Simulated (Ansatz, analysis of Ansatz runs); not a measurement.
# Migration barrier of interstitial H in bcc Mo, hop from a tetrahedral to the next tetrahedral site (PBE)

How near does this set-up come to the measured migration barrier? Subject: interstitial H in bcc Mo, hop from a tetrahedral to the next tetrahedral site. Set-up: PBE, 32-site cell, PBE lattice, 420 eV, k: 4x4x4 Gamma-centred, zero-point energy of the moving atom added. The model is a cell of 32 host atoms with 1 H put in. The barrier is the energy of the highest image of a climbing band over the relaxed site that the atom leaves.

**The experiment.** Migration barrier: 0.185 eV, by permeation and degassing (T > 250 K); average of cited values (quoted in “Explainable Machine Learning for Hydrogen Diffusion in Metals and Random Binary Alloys”, 2023, G. M. Lu et al., quoting earlier work (1983)). Migration barrier: 0.17 eV, by diffusion activation energy, described as experimental in the text (technique not stated; cited ref. is a first-principles paper, so the value may be second-hand) (quoted in “Ab-initio study of the transition pathways for single and double interstitial solute (H, N, O, H-H, N-N, and O-O) within bcc refractory metals (Mo and Nb)”, 2024, H. E. Quarshie et al., quoting earlier work (2017)).

Method: plane-wave PAW DFT, PBE; relaxation of all atoms of a defect supercell, in Ansatz 0.2.0.

## 1. Set-up

The cell holds 33 atoms: 32 Mo and 1 H. Its edges and angles: a = 8.941 Å, b = 8.941 Å, c = 8.941 Å, α = 60.0°, β = 60.0°, γ = 60.0°. It derives from Mo (space group Im-3m). Nearest the centre at fractional (0.312, 0.438, 0.562): H33 at 0.00 Å, Mo7 at 1.77 Å, Mo14 at 1.77 Å, Mo4 at 1.77 Å, Mo29 at 1.77 Å, Mo22 at 2.85 Å, Mo8 at 2.85 Å, Mo13 at 2.85 Å.

The host's primitive cell comes from a first run (plane-wave PAW DFT, PBE; relaxation of the host's cell and atoms): vectors of 2.738, 2.738 and 2.738 Å. That is 15.79 Å³ an atom, 1.4 % over the diffraction cell's volume. The supercell is built on it.

## 2. Relaxation, charge 0

A barrier counts from a true minimum, so both ends of the jump are relaxed first.

The input, start/input.yaml:

```yaml
relax:
  f_tol: 0.02
  max_steps: 80
  escape_saddle: false
crystal:
  lattice:
    - [0.0, 6.32231142, 6.32231142]
    - [6.32231142, 0.0, 6.32231142]
    - [6.32231142, 6.32231142, 0.0]
  atoms:
    - { symbol: Mo, position: [0.0, 0.0, 0.0] }
    - { symbol: Mo, position: [0.125, 0.125, 0.125] }
    - { symbol: Mo, position: [0.25, 0.25, 0.25] }
    - { symbol: Mo, position: [0.375, 0.375, 0.375] }
    - { symbol: Mo, position: [0.0, 0.0, 0.5] }
    - { symbol: Mo, position: [0.125, 0.125, 0.625] }
    - { symbol: Mo, position: [0.25, 0.25, 0.75] }
    - { symbol: Mo, position: [0.375, 0.375, 0.875] }
    - { symbol: Mo, position: [0.0, 0.5, 0.0] }
    - { symbol: Mo, position: [0.125, 0.625, 0.125] }
    - { symbol: Mo, position: [0.25, 0.75, 0.25] }
    - { symbol: Mo, position: [0.375, 0.875, 0.375] }
    - { symbol: Mo, position: [0.0, 0.5, 0.5] }
    - { symbol: Mo, position: [0.125, 0.625, 0.625] }
    - { symbol: Mo, position: [0.25, 0.75, 0.75] }
    - { symbol: Mo, position: [0.375, 0.875, 0.875] }
    - { symbol: Mo, position: [0.5, 0.0, 0.0] }
    - { symbol: Mo, position: [0.625, 0.125, 0.125] }
    - { symbol: Mo, position: [0.75, 0.25, 0.25] }
    - { symbol: Mo, position: [0.875, 0.375, 0.375] }
    - { symbol: Mo, position: [0.5, 0.0, 0.5] }
    - { symbol: Mo, position: [0.625, 0.125, 0.625] }
    - { symbol: Mo, position: [0.75, 0.25, 0.75] }
    - { symbol: Mo, position: [0.875, 0.375, 0.875] }
    - { symbol: Mo, position: [0.5, 0.5, 0.0] }
    - { symbol: Mo, position: [0.625, 0.625, 0.125] }
    - { symbol: Mo, position: [0.75, 0.75, 0.25] }
    - { symbol: Mo, position: [0.875, 0.875, 0.375] }
    - { symbol: Mo, position: [0.5, 0.5, 0.5] }
    - { symbol: Mo, position: [0.625, 0.625, 0.625] }
    - { symbol: Mo, position: [0.75, 0.75, 0.75] }
    - { symbol: Mo, position: [0.875, 0.875, 0.875] }
    - { symbol: H, position: [0.3125, 0.4375, 0.5625] }
basis:
  ecutwfc: 420
  xc_grid: 2
hamiltonian:
  xc: pbe
kpoints:
  mp_grid: { grid: [4, 4, 4] }
scf:
  occupations: { method: methfessel_paxton, width: 0.1 }
  max_iter: 120
output:
  forces: true
checkpoint:
  write: "../start.run"
  compress: false
  write_wavefunctions: true
  write_every: 100000
```

Launch:

```
ansatz run input.yaml --threads 8 --pin off --max-ram 14131MiB --backend cpu --events-out ev --progress --plain --runs-dir out
```

Numbers of over 12 decimals in the logs are rounded to 6 here.

The program printed:

```text
[... repeated set-up lines and file paths are left out, and long positions are rounded to six places ...]
Engine: ansatz 0.2.0, aarch64-unknown-linux-gnu
Pseudopotentials: kind: paw
Pseudopotential: Mo, paw, valence charge 14, recommended cutoff 420 eV (normal), Mo.paw.azcp
Pseudopotential: H, paw, valence charge 1, recommended cutoff 420 eV (normal), H.paw.azcp
Functional definition: PBE
  parameter kappa = 0.804
  parameter beta = 0.066725
  exchange = pbe_x(kappa = kappa, mu = beta*pi^2/3)
  correlation = pbe_c(beta = beta)
Crystal: 33 atoms, lattice volume = 505.426 Å³
Basis set: ecut = 420 eV, 9841 PW (Γ), exchange–correlation on 120×120×120 points (8 copies of the dense FFT grid, shifted against one another)
Bands: 270, of which v1, the nominal top of the filled ones, is band 225 counted from 1 (224 counted from 0)
Symmetry: 8 space group operations
Space group: I-42m (ITA 121), of the structure as read, at distance tolerance 8.0e-5 Å
k-points: 13 of 64 (time reversal used)
Non-local potential: Mo, projectors of the file, l = 0: 3, l = 1: 2, l = 2: 2, l = 3: 1
Non-local potential: H, projectors of the file, l = 0: 2, l = 1: 1
PAW form: soft (Blöchl's): semilocal exchange-correlation on the pseudo side does not see the compensation charge
PAW one-centre angular grid: Mo, 590 points (default); XC on 64 Gauss nodes
PAW one-centre angular grid: H, 110 points (default); XC on 64 Gauss nodes
Initial density: superposition of atomic densities (neutral atoms: chi_scale 0, normalization atom), corrected by the library's trained network
Initial wavefunctions: pseudopotential atomic-orbital guess
Functional: x = pbe(κ = 0.804, μ = 0.219515), c = pbe(β = 0.066725)
SCF iter   1: F=—  HF=-158607.620182 eV  |F-HF|=—  |Δ(HF+E_count)|=         —  Δρ=4.13e-3  dr2=2.42e-1  ethr=1.77e-3  ⟨swp⟩=4.4  Hψ=11528  notcnv=0
preconditioner: auto → Kerker (q_TF=auto, 2.675 Å⁻¹)  [metal: Δε(μ)=0.003 eV  Ē_g=4.238 eV  σ=0.100 eV  W_gap=0.03  n_scr=168 (ndim 8)  ℏωp=22.9 eV  f_vac=0.000  D(μ)=24.60/eV (n_scr^D=228)]
SCF iter   2: F=—  HF=-158607.612662 eV  |F-HF|=—  |Δ(HF+E_count)|=   7.52e-3  S|Δr|=    0.00e0  Δρ=2.21e-3  dr2=6.63e-2  ethr=5.40e-5  ⟨swp⟩=1.0  Hψ=4043  notcnv=0
SCF iter   3: F=—  HF=-158607.607801 eV  |F-HF|=—  |Δ(HF+E_count)|=   4.86e-3  S|Δr|=    0.00e0  Δρ=3.11e-4  dr2=8.60e-4  ethr=1.48e-5  ⟨swp⟩=2.0  Hψ=3902  notcnv=0
SCF iter   4: F=—  HF=-158607.605530 eV  |F-HF|=—  |Δ(HF+E_count)|=   2.27e-3  S|Δr|=    0.00e0  Δρ=5.48e-5  dr2=3.37e-5  ethr=1.92e-7  ⟨swp⟩=2.0  Hψ=4401  notcnv=0
SCF iter   5: F=-158607.605527 eV  HF=-158607.605528 eV  |F-HF|=8.00e-7  |Δ(HF+E_count)|=   2.29e-6  S|Δr|=    0.00e0  Δρ=1.30e-5  dr2=1.16e-6  ethr=2.23e-9  ⟨swp⟩=4.0  Hψ=10501  notcnv=0
SCF 1 converged in 5 iterations: F = -158607.605527 eV  dr2 = 1.16e-6
  greatest PAW one-centre occupation: 0.998 electrons in one spin orbital (limit 2), on the Mo atom at site 28 (counted from 0), in its partial waves of l = 0
relax step   1: F+E_penalty+E_count = -158607.60552722 eV  Δ(F+E_penalty+E_count) = +0.000e0 eV  max|allowed force component| = 1.516e0 eV/Å  Δτ_max = 0.0000 Å  (5 SCF iters, dr2 threshold 1.00e-5 eV, accepted)
[... the SCF cycles and remarks between the steps are left out from here to the last step ...]
relax step   2: F+E_penalty+E_count = -158607.71433696 eV  Δ(F+E_penalty+E_count) = -1.088e-1 eV  max|allowed force component| = 7.643e-1 eV/Å  Δτ_max = 0.1195 Å  (5 SCF iters, dr2 threshold 1.00e-4 eV, accepted)
relax step   3: F+E_penalty+E_count = -158607.86124047 eV  Δ(F+E_penalty+E_count) = -1.469e-1 eV  max|allowed force component| = 1.408e-1 eV/Å  Δτ_max = 0.0527 Å  (5 SCF iters, dr2 threshold 3.65e-5 eV, accepted)
relax step   4: F+E_penalty+E_count = -158607.86510554 eV  Δ(F+E_penalty+E_count) = -3.865e-3 eV  max|allowed force component| = 2.792e-2 eV/Å  Δτ_max = 0.0080 Å  (5 SCF iters, dr2 threshold 1.24e-6 eV, accepted)
relax step   5: F+E_penalty+E_count = -158607.87111560 eV  Δ(F+E_penalty+E_count) = -6.010e-3 eV  max|allowed force component| = 2.226e-2 eV/Å  Δτ_max = 0.0100 Å  (5 SCF iters, accepted)
relax step   6: F+E_penalty+E_count = -158607.86931221 eV  Δ(F+E_penalty+E_count) = +1.803e-3 eV  max|allowed force component| = 3.707e-2 eV/Å  Δτ_max = 0.0080 Å  (5 SCF iters, rejected (line search))
SCF iter   1: F=—  HF=-158607.873566 eV  |F-HF|=—  |Δ(HF+E_count)|=         —  Δρ=9.65e-4  dr2=2.03e-3  ethr=4.26e-6  ⟨swp⟩=4.9  Hψ=7339  notcnv=0  defer=271
SCF iter   2: F=—  HF=-158607.873636 eV  |F-HF|=—  |Δ(HF+E_count)|=   6.94e-5  S|Δr|=    0.00e0  Δρ=5.69e-4  dr2=7.93e-4  ethr=4.51e-7  ⟨swp⟩=1.3  Hψ=4047  notcnv=0  defer=270
SCF iter   3: F=—  HF=-158607.873668 eV  |F-HF|=—  |Δ(HF+E_count)|=   3.18e-5  S|Δr|=    0.00e0  Δρ=5.02e-5  dr2=1.16e-5  ethr=1.77e-7  ⟨swp⟩=2.0  Hψ=4350  notcnv=0  defer=270
SCF iter   4: F=—  HF=-158607.871458 eV  |F-HF|=—  |Δ(HF+E_count)|=   2.21e-3  S|Δr|=    0.00e0  Δρ=8.20e-6  dr2=3.04e-7  ethr=2.59e-9  ⟨swp⟩=3.1  Hψ=5257  notcnv=0  defer=270
SCF iter   5: F=-158607.871458 eV  HF=-158607.871458 eV  |F-HF|=2.97e-9  |Δ(HF+E_count)|=   2.06e-8  S|Δr|=    0.00e0  Δρ=1.97e-6  dr2=1.35e-8  ethr=2.23e-11  ⟨swp⟩=5.4  Hψ=10997  notcnv=0
SCF 7 converged in 5 iterations: F = -158607.871458 eV  dr2 = 1.35e-8
relax step   7: F+E_penalty+E_count = -158607.87145778 eV  Δ(F+E_penalty+E_count) = -3.422e-4 eV  max|allowed force component| = 1.434e-2 eV/Å  Δτ_max = 0.0027 Å  (5 SCF iters, accepted)
NSCF: frozen V_eff on 13 k-points
the band table was solved once a step of the walk had ended and its energy, with any forces and stress, was formed, with the checks that follow a solve (12713 applications of the Hamiltonian). They found nothing against the state; [...]
SCF converged after 5 iterations
Stability not checked: this state was not tested for a lower state beside it, because cold or Methfessel-Paxton smearing, or corrected tetrahedra, fill the levels in a way that the test cannot read (fill_not_monotonic; see scf.lower_state_search)
Free energy (F): -158607.871458 eV
Harris-Foulkes:  -158607.871458 eV  (|F-HF|=2.97e-9)
Internal energy: -158607.874282 eV  (E = F + TS)
E sigma→0 (E₀):  -158607.872164 eV
Entropy (-TS):   0.002824 eV (0.086 meV/atom)
Fermi energy:    20.918877 eV
--- Per-component energies (eV) ---
  E_band       = -1838.298630
  E_kinetic    = 14121.998806
  E_local      = -25295.387147  (includes V_loc(G=0)·N_el)
  E_nonlocal   = 4563.344961
  E_hartree    = 8359.830404
  E_xc         = -5883.694976
  E_vxc        = -7344.075636  (∫ρ·V_xc dr)
  E_paw        = -102438.763860  (= ΣΔE_a)
  E_vpaw       = -4603.839059  (= ΣTr[D̂ρ^β])
  E_aug_tail   = 0.000014  (compensation charges beyond the density's cutoff)
  E_ewald      = -52035.202484
  E_smearing   = 0.002824  (= −TS)
  E_closure    = 0.000000  (closes the sum)
  Σ components = -158607.871458   (vs F -158607.871458, Δ=0.00e0)
--- Forces (eV/Å), atoms counted from 1 ---
  atom   1  Mo     0.00000000     0.00820119     0.01434091
  atom   2  Mo     0.00908516    -0.00215208    -0.00102088
  atom   3  Mo    -0.00102088     0.00215208    -0.00908516
  atom   4  Mo     0.00130203     0.00358786     0.00000000
  atom   5  Mo     0.00102088     0.00215208     0.00908516
  atom   6  Mo    -0.00892380    -0.00336153     0.00837686
  atom   7  Mo     0.00000000    -0.00358786     0.00130203
  atom   8  Mo    -0.01048827    -0.00673848     0.00000000
  atom   9  Mo    -0.00837686     0.00336153    -0.00892380
  atom  10  Mo     0.01122058    -0.00637931     0.00000000
  atom  11  Mo    -0.00000000     0.00673848    -0.01048827
  atom  12  Mo     0.00892380    -0.00336153    -0.00837686
  atom  13  Mo    -0.00000000     0.00673848     0.01048827
  atom  14  Mo    -0.00130203     0.00358786     0.00000000
  atom  15  Mo    -0.00837686     0.00336153     0.00892380
  atom  16  Mo    -0.00908516    -0.00215208    -0.00102088
  atom  17  Mo     0.00000000     0.00637931     0.01122058
  atom  18  Mo     0.01434091    -0.00820119     0.00000000
  atom  19  Mo     0.00837686     0.00336153     0.00892380
  atom  20  Mo    -0.00908516    -0.00215208     0.00102088
  atom  21  Mo     0.00837686     0.00336153    -0.00892380
  atom  22  Mo     0.01048827    -0.00673848     0.00000000
  atom  23  Mo     0.00000000     0.00637931    -0.01122058
  atom  24  Mo     0.00892380    -0.00336153     0.00837686
  atom  25  Mo    -0.00102088     0.00215208     0.00908516
  atom  26  Mo    -0.00892380    -0.00336153    -0.00837686
  atom  27  Mo     0.00000000     0.00820119    -0.01434091
  atom  28  Mo    -0.01122058    -0.00637931    -0.00000000
  atom  29  Mo     0.00000000    -0.00358786    -0.00130203
  atom  30  Mo     0.00908516    -0.00215208     0.00102088
  atom  31  Mo     0.00102088     0.00215208    -0.00908516
  atom  32  Mo    -0.01434091    -0.00820119     0.00000000
  atom  33  H     -0.00000000     0.00000000     0.00000000
  max |Σ_I F_I| component: 3.47e-18 eV/Å
--- Band table (eV; the first three rows and the last of 13) ---
  k-point 0: bands = ["-40.3936", "-40.2441", "-40.2441", "-40.2316", [... 262 left out ...] "23.0997", "23.1104", "23.1104", "23.1311"]
  k-point 1: bands = ["-40.3796", "-40.2868", "-40.2503", "-40.2373", [... 262 left out ...] "22.9154", "22.9829", "22.9903", "23.1049"]
  [... further k-points left out ...]
--- Relaxed structure (7 steps of the walk, 6 accepted, 0 SCFs on fresh bases) ---
  F+E_penalty+E_count = -158607.87145778 eV   max|allowed force component| = 1.434e-2 eV/Å
  atoms:
    - { symbol: Mo, position: [0.000566, -0.001645, 0.001645] }
    - { symbol: Mo, position: [0.123897, 0.124707, 0.126209] }
    - { symbol: Mo, position: [0.250187, 0.248897, 0.249707] }
    - { symbol: Mo, position: [0.376449, 0.373551, 0.366137] }
    - { symbol: Mo, position: [-0.000293, 0.001209, 0.500187] }
    - { symbol: Mo, position: [0.124093, 0.125329, 0.624288] }
    - { symbol: Mo, position: [0.248551, 0.241137, 0.758863] }
    - { symbol: Mo, position: [0.374394, 0.375606, 0.875834] }
    - { symbol: Mo, position: [0.000329, 0.499288, 0.001290] }
    - { symbol: Mo, position: [0.124002, 0.625998, 0.123667] }
    - { symbol: Mo, position: [0.250606, 0.750834, 0.249166] }
    - { symbol: Mo, position: [0.374288, 0.876290, 0.374093] }
    - { symbol: Mo, position: [-0.000834, 0.499394, 0.500606] }
    - { symbol: Mo, position: [0.116137, 0.633863, 0.626449] }
    - { symbol: Mo, position: [0.250712, 0.749671, 0.750907] }
    - { symbol: Mo, position: [0.374813, 0.873791, 0.875293] }
    - { symbol: Mo, position: [0.500998, -0.001333, 0.001333] }
    - { symbol: Mo, position: [0.624434, 0.125566, 0.123355] }
    - { symbol: Mo, position: [0.751290, 0.249093, 0.250329] }
    - { symbol: Mo, position: [0.876209, 0.375187, 0.373897] }
    - { symbol: Mo, position: [0.500907, -0.001290, 0.500712] }
    - { symbol: Mo, position: [0.625834, 0.124166, 0.624394] }
    - { symbol: Mo, position: [0.751333, 0.249002, 0.750998] }
    - { symbol: Mo, position: [0.873710, 0.375712, 0.874671] }
    - { symbol: Mo, position: [0.501103, 0.499813, -0.001209] }
    - { symbol: Mo, position: [0.624671, 0.625907, 0.123710] }
    - { symbol: Mo, position: [0.751645, 0.749434, 0.250566] }
    - { symbol: Mo, position: [0.873667, 0.876333, 0.374002] }
    - { symbol: Mo, position: [0.508863, 0.501449, 0.498551] }
    - { symbol: Mo, position: [0.625293, 0.626103, 0.624813] }
    - { symbol: Mo, position: [0.748791, 0.750293, 0.751103] }
    - { symbol: Mo, position: [0.873355, 0.876645, 0.874434] }
    - { symbol: H, position: [0.312500, 0.437500, 0.5625] }
```

Wall time 2.7 min (8 threads of Arm Neoverse V2, shared host); peak memory 6.3 GiB; 21 min of CPU time.

Relaxation path:

| step | energy less that of the first step (eV) | largest force component (eV/Å) |
| --- | --- | --- |
| 1 | 0.0000 | 1.5157 |
| 2 | -0.1088 | 0.7643 |
| 3 | -0.2557 | 0.1408 |
| 4 | -0.2596 | 0.0279 |
| 5 | -0.2656 | 0.0223 |
| 6 | -0.2638 | 0.0371 |
| 7 | -0.2659 | 0.0143 |

Relaxation step 6 was tried and not accepted.

Forces are held to the 8 operations that the run works with; a distortion that breaks them can't arise in this run.

The atoms that moved most (Å):

| atom | dx | dy | dz | length |
| --- | --- | --- | --- | --- |
| Mo14 | 0.065 | -0.047 | 0.000 | 0.080 |
| Mo7 | 0.000 | 0.047 | -0.065 | 0.080 |
| Mo29 | 0.000 | 0.047 | 0.065 | 0.080 |
| Mo4 | -0.065 | -0.047 | 0.000 | 0.080 |
| Mo1 | 0.000 | 0.014 | -0.007 | 0.016 |
| Mo18 | -0.007 | -0.014 | 0.000 | 0.016 |
| Mo27 | 0.000 | 0.014 | 0.007 | 0.016 |
| Mo32 | 0.007 | -0.014 | 0.000 | 0.016 |

Neighbours of H33 at the end:

| atom | distance (Å) |
| --- | --- |
| Mo4 | 1.846 |
| Mo29 | 1.846 |
| Mo14 | 1.846 |
| Mo7 | 1.846 |
| Mo11 | 2.856 |
| Mo22 | 2.856 |
| Mo13 | 2.856 |
| Mo8 | 2.856 |

Read from the output:

| Property | Result |
| --- | --- |
| free energy | -158607.8715 eV |
| smearing term TS | -0.002824 eV |

The series, run alike:

```
                 run    outcome  energy less the first (eV)  moment (μB)     time
relaxation, charge 0  converged                      0.0000         0.00  2.7 min
relaxation, charge 0  converged                      0.0000         0.00  2.7 min
```

The relaxation ends 8.1 meV an atom lower, with a largest force component of 0.014 eV/Å.

(Part 1 of 3 ends here.)

[Logs are printed without paths, hosts, clocks, repeated set-up lines and the standing remarks that a program may print on its own settings, such as how far it seeks lower states.]

[Hosts, paths, dates, database ids (printed as entryN), source tags and the programs' standing remarks are cut or masked in the printed files.]

[For some hosts the program warned that the k-mesh of the response run may be too coarse for force constants and the static dielectric constant; such warnings are not shown here.]
